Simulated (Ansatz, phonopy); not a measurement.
# BeHg (hypothetical, Pm-3m): phonons against volume, part 2 of 2

Which modes of BeHg (hypothetical) drive its thermal expansion? The crystal structure is hypothetical: it was made by swapping elements on a known structure type.

Ansatz 0.2.0; DFT PBEsol, scalar-relativistic, plane waves, PAW.

So far. Step 10 (Phonons, V/V0 0.985): The lowest solved frequency is -77.9 cm⁻¹, so the cell is unstable here and gives no valid free energy. The highest zone-centre mode (no LO–TO term) moved by +5.6 % for a volume change of -1.5 %. Step 11 (Single point at a scaled cell, V/V0 1.03): The run ends at a pressure of -2.77 GPa.

### Step 12. Lattice dynamics at this volume, V/V0 1.03

input.yaml reads:

```yaml
crystal:
  lattice:
    - [3.1162507496, 0.0, 0.0]
    - [0.0, 3.1162507496, 0.0]
    - [0.0, 0.0, 3.1162507496]
  atoms:
    - { symbol: Be, position: [0.5, 0.5, 0.5] }
    - { symbol: Hg, position: [0.0, 0.0, 0.0] }
kpoints:
  mp_grid: { grid: [16, 16, 16] }
hamiltonian:
  xc: pbesol
scf:
  occupations: { method: methfessel_paxton, width: 0.15 }
output:
  eigenvalues: true
phonons:
  method: dfpt
  qmesh: [4, 4, 4]
  temperatures: { t_max: 1000, t_step: 50 }
  qpath:
    path:
      - [[0.0, 0.0, 0.0], [0.0, 0.5, 0.0], [0.5, 0.5, 0.0], [0.0, 0.0, 0.0], [0.5, 0.5, 0.5], [0.0, 0.5, 0.0]]
      - [[0.5, 0.5, 0.5], [0.5, 0.5, 0.0]]
    npoints: 10
```

On the command line:

```console
ansatz run input.yaml --threads 4 --pin off --max-ram 8192MiB --backend cpu --events-out ev --progress --plain --runs-dir out
```

Elapsed: 6.5 min, on 4 threads of Arm Neoverse V1, shared host; peak memory 2.3 GiB.

No LO-TO term. Phonon branches along the path, in cm⁻¹:

| point | branch 1 | branch 2 | branch 3 | branch 4 | branch 5 | branch 6 |
| --- | --- | --- | --- | --- | --- | --- |
| Γ | 0 | 0 | 0 | 185 | 185 | 185 |
| halfway | 12 | 12 | 70 | 169 | 169 | 193 |
| X | 19 | 19 | 102 | 138 | 138 | 259 |
| halfway | 12 | 33 | 61 | 201 | 206 | 212 |
| M | -84 | -84 | -21 | 200 | 200 | 233 |
| halfway | -35 | 18 | 75 | 188 | 195 | 206 |
| Γ | 0 | 0 | 0 | 185 | 185 | 185 |
| halfway | -27 | -27 | 61 | 159 | 159 | 242 |
| R | -133 | -133 | -133 | 82 | 82 | 82 |
| halfway | -50 | 61 | 63 | 80 | 173 | 230 |
| X | 19 | 19 | 102 | 138 | 138 | 259 |
| jump to R | -133 | -133 | -133 | 82 | 82 | 82 |
| halfway | -95 | -95 | 66 | 150 | 150 | 170 |
| M | -84 | -84 | -21 | 200 | 200 | 233 |

The lowest solved frequency is -133 cm⁻¹, so the cell is unstable here and gives no valid free energy. The highest zone-centre mode (no LO–TO term) moved by -11.1 % for a volume change of +3.0 %.

### Step 13. A cell at another volume, V/V0 0.97

The cell differs from the one that the last finished run ended in (a 3.116 → 3.055 Å, b 3.116 → 3.055 Å, c 3.116 → 3.055 Å).

input.yaml, the sections that differ from step 12:

```yaml
crystal:
  lattice:
    - [3.0545265134, 0.0, 0.0]
    - [0.0, 3.0545265134, 0.0]
    - [0.0, 0.0, 3.0545265134]
  atoms:
    - { symbol: Be, position: [0.5, 0.5, 0.5] }
    - { symbol: Hg, position: [0.0, 0.0, 0.0] }
output:
  forces: true
  stress: true
  eigenvalues: true
# kpoints, hamiltonian, scf: as in step 12
# phonons: removed
```

Wall time 1.1 s (4 threads); peak memory 0.35 GiB.

The run ends at a pressure of 3.29 GPa.

### Step 14. Lattice dynamics at this volume, V/V0 0.97

input.yaml, the sections that differ from step 13:

```yaml
output:
  eigenvalues: true
phonons:
  method: dfpt
  qmesh: [4, 4, 4]
  temperatures: { t_max: 1000, t_step: 50 }
  qpath:
    path:
      - [[0.0, 0.0, 0.0], [0.0, 0.5, 0.0], [0.5, 0.5, 0.0], [0.0, 0.0, 0.0], [0.5, 0.5, 0.5], [0.0, 0.5, 0.0]]
      - [[0.5, 0.5, 0.5], [0.5, 0.5, 0.0]]
    npoints: 10
# crystal, kpoints, hamiltonian, scf: as in step 13
```

Elapsed: 6.1 min, on 4 threads; peak memory 2.3 GiB.

The lowest solved frequency is -76.1 cm⁻¹, so the cell is unstable here and gives no valid free energy. The highest zone-centre mode (no LO–TO term) moved by +11.3 % for a volume change of -3.0 %.

### Step 15. A cell at another volume, V/V0 1.05

The cell differs from the one that the last finished run ended in (a 3.055 → 3.136 Å, b 3.055 → 3.136 Å, c 3.055 → 3.136 Å).

input.yaml, the sections that differ from step 14:

```yaml
crystal:
  lattice:
    - [3.1362914981, 0.0, 0.0]
    - [0.0, 3.1362914981, 0.0]
    - [0.0, 0.0, 3.1362914981]
  atoms:
    - { symbol: Be, position: [0.5, 0.5, 0.5] }
    - { symbol: Hg, position: [0.0, 0.0, 0.0] }
output:
  forces: true
  stress: true
  eigenvalues: true
  write_density: true
  write_potential: true
  elf: true
  volumetric_format: npy
# kpoints, hamiltonian, scf: as in step 14
# phonons: removed
```

Run time: 1.6 s. Hardware: 4 threads; peak memory 0.36 GiB.

The run ends at a pressure of -4.35 GPa.

### Step 16. Lattice dynamics at this volume, V/V0 1.05

input.yaml, the sections that differ from step 15:

```yaml
output:
  eigenvalues: true
phonons:
  method: dfpt
  qmesh: [4, 4, 4]
  temperatures: { t_max: 1000, t_step: 50 }
  qpath:
    path:
      - [[0.0, 0.0, 0.0], [0.0, 0.5, 0.0], [0.5, 0.5, 0.0], [0.0, 0.0, 0.0], [0.5, 0.5, 0.5], [0.0, 0.5, 0.0]]
      - [[0.5, 0.5, 0.5], [0.5, 0.5, 0.0]]
    npoints: 10
# crystal, kpoints, hamiltonian, scf: as in step 15
```

The job ended after 6.4 min (4 threads; peak memory 2.4 GiB; 25 min of CPU time).

The lowest solved frequency is -152 cm⁻¹, so the cell is unstable here and gives no valid free energy. The highest zone-centre mode (no LO–TO term) moved by -18.4 % for a volume change of +5.0 %.

### Step 17. How the modes move with volume

This step: DFT PBEsol, scalar-relativistic, plane waves, PAW (phonopy 4.10.0).

Volume series, by row:

| V/V0 | V (Å³/atom) | pressure (GPa) | E - E0 (meV/atom) | gap (eV) | zero-point energy (meV/atom) | lowest on the path (cm⁻¹) | highest at Gamma without the LO-TO term (cm⁻¹) |
| --- | --- | --- | --- | --- | --- | --- | --- |
| 0.97 | 14.25 | 3.289 | 4.454 | 0 | - | -76.12 | 230.9 |
| 0.985 | 14.47 | 1.573 | 1.097 | 0 | - | -77.9 | 219.2 |
| 1 | 14.69 | -0.003 | 0 | 0 | - | -89.92 | 207.6 |
| 1.015 | 14.91 | -1.447 | 0.983 | 0 | - | -114.3 | 196 |
| 1.03 | 15.13 | -2.768 | 3.876 | 0 | - | -132.7 | 184.6 |
| 1.05 | 15.42 | -4.35 | 10.42 | 0 | - | -151.8 | 169.5 |

The optical frequency at Gamma without the LO-TO term, mode 4 by V/V0:

| V/V0 | optical frequency at Gamma without the LO-TO term, mode 4 (cm⁻¹) |
| --- | --- |
| 0.9700 | 231 |
| 0.9850 | 219 |
| 1.0000 | 208 |
| 1.0150 | 196 |
| 1.0300 | 185 |
| 1.0500 | 169 |

### Step 18. Results

```json
{
  "lowest frequency over the volumes": "-152 cm⁻¹"
}
```

What this shows: Imaginary modes appear at V/V0 = 0.97, 0.985, 1, 1.015, 1.03 and 1.05, so too few stable volumes remain for a free-energy fit. Mode Grüneisen parameters diverge near a vanishing branch and are not given. The softest solved mode at V/V0 = 1.05 is 152i cm⁻¹ at q = (-0.5, -0.5, -0.5), and 6 of 10 solved wavevectors carry a mode beyond 8i cm⁻¹. In a metal soft modes also hang on the k-mesh and the smearing, which were not converged here. The PAW files were made for PBE and are used here under another functional, for which the program regenerates the frozen cores.

[Logs are printed without paths, hosts, clocks, repeated set-up lines and the standing remarks that a program may print on its own settings, such as how far it seeks lower states.]

[Hosts, paths, dates, database ids (printed as entryN), source tags and the programs' standing remarks are cut or masked in the printed files.]

[A step with changed settings may run another functional than the one named; its input shows which.]

[Of the runs on displaced cells, only some may be shown.]
